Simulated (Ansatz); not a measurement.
## Ni2Bi, from a guessed structure to a relaxed one

Starting from a made-up structure for Ni2Bi, the aim is the relaxed cell, its shortest contacts and, where a second run follows, its electronic structure.

Program: Ansatz 0.2.0. Level of theory: DFT, PBE, plane-wave PAW, files of the set soft_1, scalar-relativistic, ferromagnetic start, cell and ions relaxed at zero pressure; PAW set soft_1. Results are calculated unless marked as measured.

## (1) Starting point

The structure is trigonal, space group P-3m1 (No. 164). Conventional cell: a = 4.278 Å, b = 4.278 Å, c = 3.033 Å, α = 90.00°, β = 90.00°, γ = 120.00°. Nearest to Bi lie 12 Ni at 2.89 to 2.91 Å and 2 Bi at 3.03 Å. Nearest to Ni lie 3 Ni at 2.47 Å and 6 Bi at 2.89 to 2.91 Å. Farther neighbours are not listed.

## (2) Relaxation of the guess

The guessed cell has no reason to be at equilibrium. It is relaxed with the atoms, within the space group of the guess.

input.yaml reads:

```yaml
crystal:
  lattice:
    - [4.278, 0.0, 0.0]
    - [-2.139, 3.704856677, 0.0]
    - [0.0, 0.0, 3.033]
  atoms:
    - { symbol: Bi, position: [0.0, 0.0, 0.0] }
    - { symbol: Ni, position: [0.666666667, 0.333333333, 0.4932], spin: 1.0 }
    - { symbol: Ni, position: [0.333333333, 0.666666667, 0.5068], spin: 1.0 }
magnetization:
  spin_polarized: true
kpoints:
  mp_grid: { grid: [7, 7, 9] }
scf:
  occupations: { method: fermi_dirac, width: 0.05 }
hamiltonian:
  xc: pbe
  pseudopotentials: { kind: paw, azcp: { folder: soft_1 } }
relax:
  f_tol: 0.015
  max_steps: 70
  cell: {}
output:
  forces: true
  stress: true
```

On the command line:

```
ansatz run input.yaml --threads 4 --pin off --max-ram 8192MiB --backend cpu --events-out ev --progress --plain --runs-dir out
```

Numbers of over 12 decimals in the logs are rounded to 6 here.

Output:

```text
Engine: ansatz 0.2.0, aarch64-unknown-linux-gnu
Pseudopotentials: kind: paw
Pseudopotential: Bi, paw, valence charge 15, recommended cutoff 420 eV (normal), soft_1/Bi.paw.azcp
Pseudopotential: Ni, paw, valence charge 18, recommended cutoff 420 eV (normal), soft_1/Ni.paw.azcp
Functional definition: PBE
  parameter kappa = 0.804
  parameter beta = 0.066725
  exchange = pbe_x(kappa = kappa, mu = beta*pi^2/3)
  correlation = pbe_c(beta = beta)
Crystal: 3 atoms, lattice volume = 48.071 Å³
Basis set: ecut = 420 eV, 929 PW (Γ), exchange–correlation on 60×60×48 points (8 copies of the dense FFT grid, shifted against one another)
Bands: 32, of which v1, the nominal top of the filled ones, is band 26 counted from 1 (25 counted from 0)
Symmetry: 12 space group operations
Space group: P-3m1 (ITA 164), of the structure as read, at distance tolerance 3.6e-5 Å
Magnetic group: BNS 164.85 (UNI 1315), of the structure as read, at distance tolerance 3.6e-5 Å
k-points: 56 of 441
Non-local potential: Bi, projectors of the file, l = 0: 2, l = 1: 2, l = 2: 2, l = 3: 1
Non-local potential: Ni, projectors of the file, l = 0: 3, l = 1: 2, l = 2: 3, l = 3: 1
PAW form: soft (Blöchl's): semilocal exchange-correlation on the pseudo side does not see the compensation charge
PAW one-centre angular grid: Bi, 590 points (default); XC on 64 Gauss nodes
PAW one-centre angular grid: Ni, 590 points (default); XC on 64 Gauss nodes
Initial density: superposition of atomic densities (chi_scale 0.1, normalization cell)
Starting moments: Σ|m| = 2 μB on 2 of 3 sites
Initial wavefunctions: pseudopotential atomic-orbital guess
Functional: x = pbe(κ = 0.804, μ = 0.219515), c = pbe(β = 0.066725)
SCF iter   1: F=—  HF=-24074.151841 eV  |F-HF|=—  |Δ(HF+E_count)|=         —  Δρ=4.42e-2 (↑1.28e-2 ↓4.42e-2)  dr2=1.61e0  dr2_m=1.93e-1  M=1.256 μB ∫|m|=1.535 μB  β_m=0.30  ethr=3.10e-3  ⟨swp⟩=6.0  Hψ=13855  notcnv=0
Mixer restart at iter 1: flushing history
preconditioner: auto → Kerker (q_TF=auto, 2.755 Å⁻¹)  [metal: Δε(μ)=0.004 eV  Ē_g=13.040 eV  σ=0.050 eV  W_gap=0.02  n_scr=20 (ndim 8)  ℏωp=31.7 eV  f_vac=0.000  D(μ)=4.38/eV (n_scr^D=56)]
spin=Collinear: Kerker preconditioning applied to the charge; magnetization (m = ρ↑ − ρ↓) channel mixes plain (no charge-response kernel on spin).
SCF iter   2: F=—  HF=-24075.677841 eV  |F-HF|=—  |Δ(HF+E_count)|=    1.53e0  Δρ=3.72e-2 (↑1.34e-2 ↓3.72e-2)  dr2=1.11e0  dr2_m=2.02e-1  M=1.118 μB ∫|m|=1.413 μB  β_m=0.55  ethr=3.10e-3  ⟨swp⟩=2.0  Hψ=5014  notcnv=0  defer=120
SCF iter   3: F=—  HF=-24077.626604 eV  |F-HF|=—  |Δ(HF+E_count)|=    1.95e0  Δρ=4.02e-2 (↑8.20e-3 ↓4.02e-2)  dr2=1.14e0  dr2_m=1.29e-1  M=0.731 μB ∫|m|=0.954 μB  β_m=0.32  ethr=2.19e-3  ⟨swp⟩=3.1  Hψ=5580  notcnv=0  defer=120
SCF iter   4: F=—  HF=-24077.383856 eV  |F-HF|=—  |Δ(HF+E_count)|=   2.43e-1  Δρ=2.48e-2 (↑2.48e-2 ↓1.04e-2)  dr2=1.73e-1  dr2_m=4.28e-2  M=0.534 μB ∫|m|=0.703 μB  β_m=0.54  ethr=2.19e-3  ⟨swp⟩=3.0  Hψ=6640  notcnv=0  defer=135
SCF iter   5: F=—  HF=-24077.550885 eV  |F-HF|=—  |Δ(HF+E_count)|=         —  Δρ=2.30e-2 (↑2.30e-2 ↓4.26e-3)  dr2=1.31e-1  dr2_m=5.30e-2  M=0.433 μB ∫|m|=0.544 μB  β_m=0.54  ethr=3.39e-4  ⟨swp⟩=2.3  Hψ=6147  notcnv=0  defer=142
Mixer restart at iter 5: flushing history
SCF iter   6: F=—  HF=-24077.620899 eV  |F-HF|=—  |Δ(HF+E_count)|=   7.00e-2  Δρ=1.29e-2 (↑4.63e-3 ↓1.29e-2)  dr2=2.06e-2  dr2_m=3.33e-2  M=0.385 μB ∫|m|=0.470 μB  β_m=0.57  ethr=2.57e-4  ⟨swp⟩=2.9  Hψ=7269  notcnv=0  defer=142
SCF iter   7: F=—  HF=-24077.609066 eV  |F-HF|=—  |Δ(HF+E_count)|=   1.18e-2  Δρ=1.03e-2 (↑1.03e-2 ↓4.78e-3)  dr2=6.25e-2  dr2_m=3.42e-3  M=0.418 μB ∫|m|=0.491 μB  β_m=0.56  ethr=4.03e-5  ⟨swp⟩=2.1  Hψ=7938  notcnv=0  defer=142
SCF iter   8: F=—  HF=-24077.613724 eV  |F-HF|=—  |Δ(HF+E_count)|=   4.66e-3  Δρ=2.65e-3 (↑2.65e-3 ↓1.60e-3)  dr2=7.33e-3  dr2_m=1.34e-4  M=0.398 μB ∫|m|=0.454 μB  β_m=0.63  ethr=4.03e-5  ⟨swp⟩=2.0  Hψ=5922  notcnv=0  defer=142
SCF iter   9: F=—  HF=-24077.612927 eV  |F-HF|=—  |Δ(HF+E_count)|=   7.97e-4  Δρ=1.59e-3 (↑3.50e-4 ↓1.59e-3)  dr2=4.15e-4  dr2_m=3.25e-4  M=0.378 μB ∫|m|=0.428 μB  β_m=0.82  ethr=1.44e-5  ⟨swp⟩=2.0  Hψ=5141  notcnv=0  defer=142
SCF iter  10: F=—  HF=-24077.613169 eV  |F-HF|=—  |Δ(HF+E_count)|=   2.43e-4  Δρ=6.38e-4 (↑1.99e-4 ↓6.38e-4)  dr2=1.73e-4  dr2_m=2.34e-5  M=0.367 μB ∫|m|=0.413 μB  β_m=0.91  ethr=8.13e-7  ⟨swp⟩=2.1  Hψ=5927  notcnv=0  defer=138
SCF iter  11: F=—  HF=-24077.613186 eV  |F-HF|=—  |Δ(HF+E_count)|=   1.72e-5  Δρ=2.23e-4 (↑5.75e-5 ↓2.23e-4)  dr2=9.28e-6  dr2_m=8.43e-6  M=0.365 μB ∫|m|=0.410 μB  β_m=0.90  ethr=3.40e-7  ⟨swp⟩=2.0  Hψ=4584  notcnv=0  defer=138
SCF iter  12: F=—  HF=-24077.613186 eV  |F-HF|=—  |Δ(HF+E_count)|=   2.70e-8  Δρ=6.50e-5 (↑2.35e-5 ↓6.50e-5)  dr2=6.85e-7  dr2_m=8.49e-7  M=0.364 μB ∫|m|=0.408 μB  β_m=0.95  ethr=1.82e-8  ⟨swp⟩=1.5  Hψ=4134  notcnv=0  defer=138
SCF iter  13: F=—  HF=-24077.613186 eV  |F-HF|=—  |Δ(HF+E_count)|=   1.08e-8  Δρ=5.93e-6 (↑3.91e-6 ↓5.93e-6)  dr2=3.46e-8  dr2_m=6.75e-10  M=0.363 μB ∫|m|=0.407 μB  β_m=0.97  ethr=1.34e-9  ⟨swp⟩=1.5  Hψ=4177  notcnv=0  defer=138
SCF iter  14: F=-24077.613186 eV  HF=-24077.613186 eV  |F-HF|=1.31e-10  |Δ(HF+E_count)|=   1.84e-9  Δρ=5.29e-7 (↑3.58e-7 ↓5.29e-7)  dr2=2.37e-10  dr2_m=5.90e-12  M=0.363 μB ∫|m|=0.407 μB  ethr=6.79e-11  ⟨swp⟩=2.1  Hψ=11224  notcnv=0
SCF 1 converged in 14 iterations: F = -24077.613186 eV  dr2 = 2.37e-10
  greatest PAW one-centre occupation: 1.001 electrons in one spin orbital (limit 2), on the Ni atom at site 2 (counted from 0), in its partial waves of l = 1
relax step   1: F+E_penalty+E_count = -24077.61318628 eV  Δ(F+E_penalty+E_count) = +0.000e0 eV  max|allowed force component| = 9.724e-3 eV/Å  Δτ_max = 0.0000 Å  P = +3.605 GPa  Ω = 48.071 Å³  (14 SCF iters, dr2 threshold 1.00e-7 eV, accepted)
Crystal: 3 atoms, lattice volume = 50.076 Å³
Basis set: ecut = 420 eV, 977 PW (Γ), exchange–correlation on 60×60×48 points (8 copies of the dense FFT grid, shifted against one another)
Initial density: handed on by an earlier stage of this run
Starting moments: Σ|m| = 2 μB on 2 of 3 sites; this step starts from the density that it was given
Initial wavefunctions: those handed on with the density
iter 1 solved again at ethr=5.43e-6 eV; its pass at ethr=3.10e-3 eV (dr2=2.77e-3 eV) is discarded
SCF iter   1: F=—  HF=-24077.729235 eV  |F-HF|=—  |Δ(HF+E_count)|=         —  Δρ=2.42e-3 (↑2.42e-3 ↓2.42e-3)  dr2=2.87e-3  dr2_m=1.84e-3  M=0.350 μB ∫|m|=0.401 μB  β_m=0.30  ethr=5.43e-6  ⟨swp⟩=2.0  Hψ=24297  notcnv=0
[...]
relax step  13: F+E_penalty+E_count = -24077.87414226 eV  Δ(F+E_penalty+E_count) = -1.289e-2 eV  max|allowed force component| = 6.298e-6 eV/Å  Δτ_max = 0.0000 Å  P = +0.586 GPa  Ω = 49.574 Å³  stress off target by 1.55e0 GPa  SCF on the basis re-selected at this cell (its energy is not comparable with the rows above)  (14 SCF iters)
relax step  14: F+E_penalty+E_count = -24077.87961468 eV  Δ(F+E_penalty+E_count) = -5.472e-3 eV  max|allowed force component| = 2.780e-3 eV/Å  Δτ_max = 0.0054 Å  P = +0.342 GPa  Ω = 49.817 Å³  energy of the carried Pulay correction = -4.804e-5 eV  (9 SCF iters, dr2 threshold 3.00e-7 eV, accepted)
relax step  15: F+E_penalty+E_count = -24077.88251181 eV  Δ(F+E_penalty+E_count) = -2.897e-3 eV  max|allowed force component| = 5.563e-3 eV/Å  Δτ_max = 0.0144 Å  P = -0.023 GPa  Ω = 50.136 Å³  energy of the carried Pulay correction = -1.159e-4 eV  (10 SCF iters, dr2 threshold 3.00e-7 eV, accepted)
relax step  16: F+E_penalty+E_count = -24077.88250315 eV  Δ(F+E_penalty+E_count) = +8.661e-6 eV  max|allowed force component| = 8.562e-3 eV/Å  Δτ_max = 0.0053 Å  P = +0.086 GPa  Ω = 50.125 Å³  energy of the carried Pulay correction = -1.072e-4 eV  (10 SCF iters, dr2 threshold 6.93e-9 eV, rejected (line search))
relax step  17: F+E_penalty+E_count = -24077.88253819 eV  Δ(F+E_penalty+E_count) = -2.637e-5 eV  max|allowed force component| = 6.394e-4 eV/Å  Δτ_max = 0.0018 Å  P = -0.003 GPa  Ω = 50.143 Å³  energy of the carried Pulay correction = -1.162e-4 eV  (11 SCF iters, accepted)
Basis set: ecut = 420 eV, 961 PW (Γ), exchange–correlation on 54×54×50 points (8 copies of the dense FFT grid, shifted against one another)
iter 1 solved again at ethr=3.99e-8 eV; its pass at ethr=3.10e-3 eV (dr2=2.04e-5 eV) is discarded
SCF iter   1: F=—  HF=-24077.881947 eV  |F-HF|=—  |Δ(HF+E_count)|=         —  Δρ=2.70e-4 (↑2.70e-4 ↓2.70e-4)  dr2=4.24e-6  dr2_m=4.94e-13  M=0.000 μB ∫|m|=0.000 μB  β_m=0.65  ethr=3.99e-8  ⟨swp⟩=3.7  Hψ=25310  notcnv=0
preconditioner: auto → none  [metal: Δε(μ)=0.017 eV  Ē_g=13.577 eV  σ=0.050 eV  W_gap=0.08  n_scr=8 (ndim 8)  ℏωp=31.0 eV  f_vac=0.000  D(μ)=2.72/eV (n_scr^D=20)]
SCF iter   2: F=—  HF=-24077.882542 eV  |F-HF|=—  |Δ(HF+E_count)|=   5.95e-4  Δρ=9.88e-5 (↑9.88e-5 ↓9.88e-5)  dr2=1.78e-6  dr2_m=5.80e-14  M=0.000 μB ∫|m|=0.000 μB  β_m=0.47  ethr=8.31e-9  ⟨swp⟩=2.0  Hψ=4772  notcnv=0
SCF iter   3: F=—  HF=-24077.882584 eV  |F-HF|=—  |Δ(HF+E_count)|=   4.21e-5  Δρ=7.20e-5 (↑7.20e-5 ↓7.20e-5)  dr2=1.05e-6  dr2_m=6.70e-14  M=0.000 μB ∫|m|=0.000 μB  β_m=0.41  ethr=3.50e-9  ⟨swp⟩=2.0  Hψ=6439  notcnv=0
SCF iter   4: F=—  HF=-24077.882625 eV  |F-HF|=—  |Δ(HF+E_count)|=   4.11e-5  Δρ=7.28e-6 (↑7.27e-6 ↓7.28e-6)  dr2=2.62e-8  dr2_m=5.77e-14  M=0.000 μB ∫|m|=0.000 μB  β_m=0.58  ethr=2.06e-9  ⟨swp⟩=2.0  Hψ=4663  notcnv=0
SCF iter   5: F=—  HF=-24077.882626 eV  |F-HF|=—  |Δ(HF+E_count)|=   3.84e-7  Δρ=3.28e-6 (↑3.27e-6 ↓3.28e-6)  dr2=1.47e-8  dr2_m=1.97e-14  M=0.000 μB ∫|m|=0.000 μB  β_m=0.61  ethr=5.14e-11  ⟨swp⟩=2.0  Hψ=4850  notcnv=0
SCF iter   6: F=—  HF=-24077.882626 eV  |F-HF|=—  |Δ(HF+E_count)|=   5.24e-8  Δρ=1.39e-6 (↑1.39e-6 ↓1.39e-6)  dr2=2.94e-9  dr2_m=8.82e-15  M=0.000 μB ∫|m|=0.000 μB  β_m=0.80  ethr=2.89e-11  ⟨swp⟩=2.0  Hψ=4850  notcnv=0
SCF iter   7: F=—  HF=-24077.882624 eV  |F-HF|=—  |Δ(HF+E_count)|=   2.18e-6  Δρ=7.33e-7 (↑7.30e-7 ↓7.33e-7)  dr2=1.06e-9  dr2_m=1.11e-15  M=0.000 μB ∫|m|=0.000 μB  β_m=0.71  ethr=5.77e-12  ⟨swp⟩=2.0  Hψ=6026  notcnv=0
SCF iter   8: F=—  HF=-24077.882624 eV  |F-HF|=—  |Δ(HF+E_count)|=   1.42e-9  Δρ=3.74e-7 (↑3.71e-7 ↓3.74e-7)  dr2=2.38e-10  dr2_m=6.49e-16  M=0.000 μB ∫|m|=0.000 μB  β_m=0.85  ethr=2.07e-12  ⟨swp⟩=2.0  Hψ=4800  notcnv=0
SCF iter   9: F=—  HF=-24077.882624 eV  |F-HF|=—  |Δ(HF+E_count)|=  7.89e-10  Δρ=4.43e-8 (↑4.43e-8 ↓4.40e-8)  dr2=3.16e-12  dr2_m=6.37e-17  M=0.000 μB ∫|m|=0.000 μB  β_m=0.83  ethr=1.00e-12  ⟨swp⟩=2.9  Hψ=6608  notcnv=0
SCF iter  10: F=-24077.882624 eV  HF=-24077.882624 eV  |F-HF|=0.00e0  |Δ(HF+E_count)|=  3.64e-12  Δρ=4.19e-8 (↑4.19e-8 ↓4.16e-8)  dr2=2.85e-12  dr2_m=1.24e-17  M=0.000 μB ∫|m|=0.000 μB  ethr=1.00e-12  ⟨swp⟩=3.8  Hψ=13646  notcnv=0
the starting moments were not kept: the SCF closed with an absolute magnetisation of 8.9e-9 μB, where they sum to 2 μB in size (2 sites). That is at most 0.1 of that sum. Measured as dr2_m measures the in/out step, that magnetisation stands 9.1e-17 eV from none, at or under the dr2_threshold of 3.0e-11 eV: it is no larger than a step whose dr2_m would equal this threshold.
SCF 18 converged in 10 iterations: F = -24077.882624 eV  dr2 = 2.85e-12
relax step  18: F+E_penalty+E_count = -24077.88262354 eV  Δ(F+E_penalty+E_count) = -8.535e-5 eV  max|allowed force component| = 6.368e-4 eV/Å  Δτ_max = 0.0000 Å  P = -0.005 GPa  Ω = 50.143 Å³  stress off target by 1.75e-2 GPa  SCF on the basis re-selected at this cell (its energy is not comparable with the rows above)  (10 SCF iters)
basis re-selected at this cell: Δ(F+E_penalty+E_count) = -8.535e-5 eV, ΔP = -0.002 GPa vs the last step (what re-selecting the basis moved, of the pressure what is left beyond the Pulay correction that the steps carried, after the strain that the cell walked since its last selection, with what the two solves' SCF thresholds leave and, on support functions, any second-order correction that the steps lacked; it is no measure of the basis error at this ecutwfc). The dense FFT grid was sized anew with the basis: this SCF ran on 27×27×25 points, the steps before it on 30×30×24, so part of this shift can come from that change (see relax.cell in the input reference). [rest of the remark cut]
SCF converged after 10 iterations
Magnetization: 0.0000 μB (25.5000 up, 25.5000 down)
Absolute magnetization: 0.0000 μB (∫|ρ↑−ρ↓|, with the PAW one-centre terms)
Spin contamination: 0.0000 ħ² per cell (⟨S²⟩ above its minimum at these occupations)
Per-site moments (μB) at R_I (Å): [(1.458042318708003e-11, 1.137013), (3.733570275117731e-9, 0.987675), (3.733570195712237e-9, 0.987675)]
Free energy (F): -24077.882624 eV
Harris-Foulkes:  -24077.882624 eV  (|F-HF|=0.00e0)
Internal energy: -24077.860056 eV  (E = F + TS)
E sigma→0 (E₀):  -24077.871340 eV
Entropy (-TS):   -0.022568 eV (-7.523 meV/atom)
Fermi energy:    15.168214 eV
--- Per-component energies (eV) ---
  E_band       = -690.754705
  E_kinetic    = 937.760231
  E_local      = -7923.807435  (includes V_loc(G=0)·N_el)
  E_nonlocal   = 179.515769
  E_hartree    = 4024.338969
  E_xc         = -375.427775
  E_vxc        = -420.002903  (∫ρ·V_xc dr)
  E_paw        = -13988.183759  (= ΣΔE_a)
  E_vpaw       = -1512.900571  (= ΣTr[D̂ρ^β])
  E_aug_tail   = 0.002080  (compensation charges beyond the density's cutoff)
  E_ewald      = -6932.058137
  E_smearing   = -0.022568  (= −TS)
  E_closure    = 0.000000  (closes the sum)
  Σ components = -24077.882624   (vs F -24077.882624, Δ=0.00e0)
--- Forces (eV/Å), atoms counted from 1 ---
  atom   1  Bi     0.00000000    -0.00000000     0.00000000
  atom   2  Ni     0.00000000    -0.00000000     0.00063680
  atom   3  Ni     0.00000000     0.00000000    -0.00063680
  max |Σ_I F_I| component: 1.85e-17 eV/Å
--- Stress (GPa, compression-positive) ---
       -0.016839       0.000000       0.000000
        0.000000      -0.016839       0.000000
        0.000000       0.000000       0.017513
  P = ⅓ Tr σ = -0.0054 GPa (-0.054 kbar)
--- Relaxed structure (16 steps of the walk, 14 accepted, 2 SCFs on fresh bases) ---
  F+E_penalty+E_count = -24077.88262354 eV   max|allowed force component| = 6.368e-4 eV/Å   (the final SCF, on the basis selected at the relaxed cell)
  cell:  # Å, volume = 50.1425 Å³
    - [4.010810, 0, 3.933811187776313e-17]
    - [-2.005405, 3.473464, -1.9669055938881565e-17]
    - [2.788978338745504e-17, 0, 3.599244]
  atoms:
    - { symbol: Bi, position: [0, 0, 0] }
    - { symbol: Ni, position: [0.666667, 0.333333, 0.415410] }
    - { symbol: Ni, position: [0.333333, 0.666667, 0.584590] }
```

Elapsed: 49 s, on 4 threads of Arm Neoverse V2, shared host; peak memory 0.46 GiB; 3.1 min of CPU time.

Step by step:

```csv
step,energy less that of the first step (eV),largest force component (eV/Å),pressure (GPa),volume (Å³)
1,0.0000,0.0097,3.61,48.07
2,-0.1205,0.0051,-0.87,50.08
3,-0.1877,0.0033,-2.15,50.91
4,-0.2278,0.0136,0.39,50.01
5,-0.2289,0.0105,-0.06,50.17
6,-0.2292,0.0157,-0.04,50.15
7,-0.2318,0.0397,0.00,50.07
8,-0.2408,0.0581,-0.17,49.93
9,-0.2230,0.2167,-0.45,49.49
10,-0.2458,0.0397,0.17,49.63
11,-0.2480,0.0046,-0.08,49.63
12,-0.2481,0.0008,0.01,49.57
13*,-0.2610,0.0000,0.59,49.57
14,-0.2664,0.0028,0.34,49.82
15,-0.2693,0.0056,-0.02,50.14
16,-0.2693,0.0086,0.09,50.12
17,-0.2694,0.0006,0.00,50.14
18*,-0.2694,0.0006,-0.01,50.14
```

Relaxation steps marked * repeat the geometry before them on a plane-wave basis chosen anew for their cell, so energy and pressure can jump there. Relaxation steps 9, 16 were tried and not accepted.

Forces are held to the 12 operations that the run works with; a distortion that breaks them can't arise in this run.

```csv
cell as run,before,after,change
a (Å),4.278,4.011,-6.2 %
b (Å),4.278,4.011,-6.2 %
c (Å),3.033,3.599,+18.7 %
volume (Å³/atom),16.02,16.71,+4.3 %
```

The atoms that moved most (Å, as changes of fractional coordinates times the final cell):

```csv
atom,dx,dy,dz,length
Ni2,0.000,0.000,-0.280,0.280
Ni3,0.000,0.000,0.280,0.280
```

The relaxed structure:

```xyz
3
Lattice="4.0108 0.0000 0.0000 -2.0054 3.4735 0.0000 0.0000 0.0000 3.5992" Properties=species:S:1:pos:R:3 pbc="T T T"
Bi    0.0000    0.0000    0.0000
Ni    2.0054    1.1578    1.4952
Ni    0.0000    2.3156    2.1041
```

This step gave:

```
free energy             : -24077.8826 eV
energy at zero smearing : -24077.8713 eV
smearing term TS        : 0.02257 eV
Fermi energy            : 15.17 eV
electrons               : 51
symmetry operations     : 12
pressure                : -0.005388 GPa
```

The shortest distance of each pair, which need not be the same contact before and after:

```csv
pair,guess (Å),relaxed (Å)
Ni–Ni,2.470,2.394
Bi–Ni,2.888,2.756
Bi–Bi,3.033,3.599
```

The relaxation ends with a largest force component of 6.4e-4 eV/Å and a pressure of -0.01 GPa. The starting moments have collapsed: the run ends non-magnetic.

## (3) Summary of results

| Item | Value |
| --- | --- |
| space group, relaxed | P-3m1 |
| conventional cell | a = 4.011, b = 4.011, c = 3.599 Å; α = 90.0°, β = 90.0°, γ = 120.0° |
| volume per atom | 16.71 Å³ (guess 16.02) |
| total moment | 0.00 μB in the cell of 3 atoms |

In words: Ni2Bi relaxes to P-3m1 with a = 4.011, b = 4.011 and c = 3.599 Å. The guessed volume was 4 % too small. The space group P-3m1 was held in the relaxation, so the end point is a stationary structure within it and may be a saddle against distortions or other arrangements. The moments died out from this one start and weren't seeded again at the relaxed cell. Mesh and cutoff weren't tested. A vector of the cell changed its length by 19 %, more than the volume shows. Spin-orbit coupling is left out, which can matter for elements this heavy. No dispersion term is used, so weakly bound directions may come out too long. Nothing here tests whether the compound is stable against decomposition.

[Logs are printed without paths, hosts, clocks, repeated set-up lines and the standing remarks that a program may print on its own settings, such as how far it seeks lower states.]

[Hosts, paths, dates, database ids (printed as entryN), source tags and the programs' standing remarks are cut or masked in the printed files.]
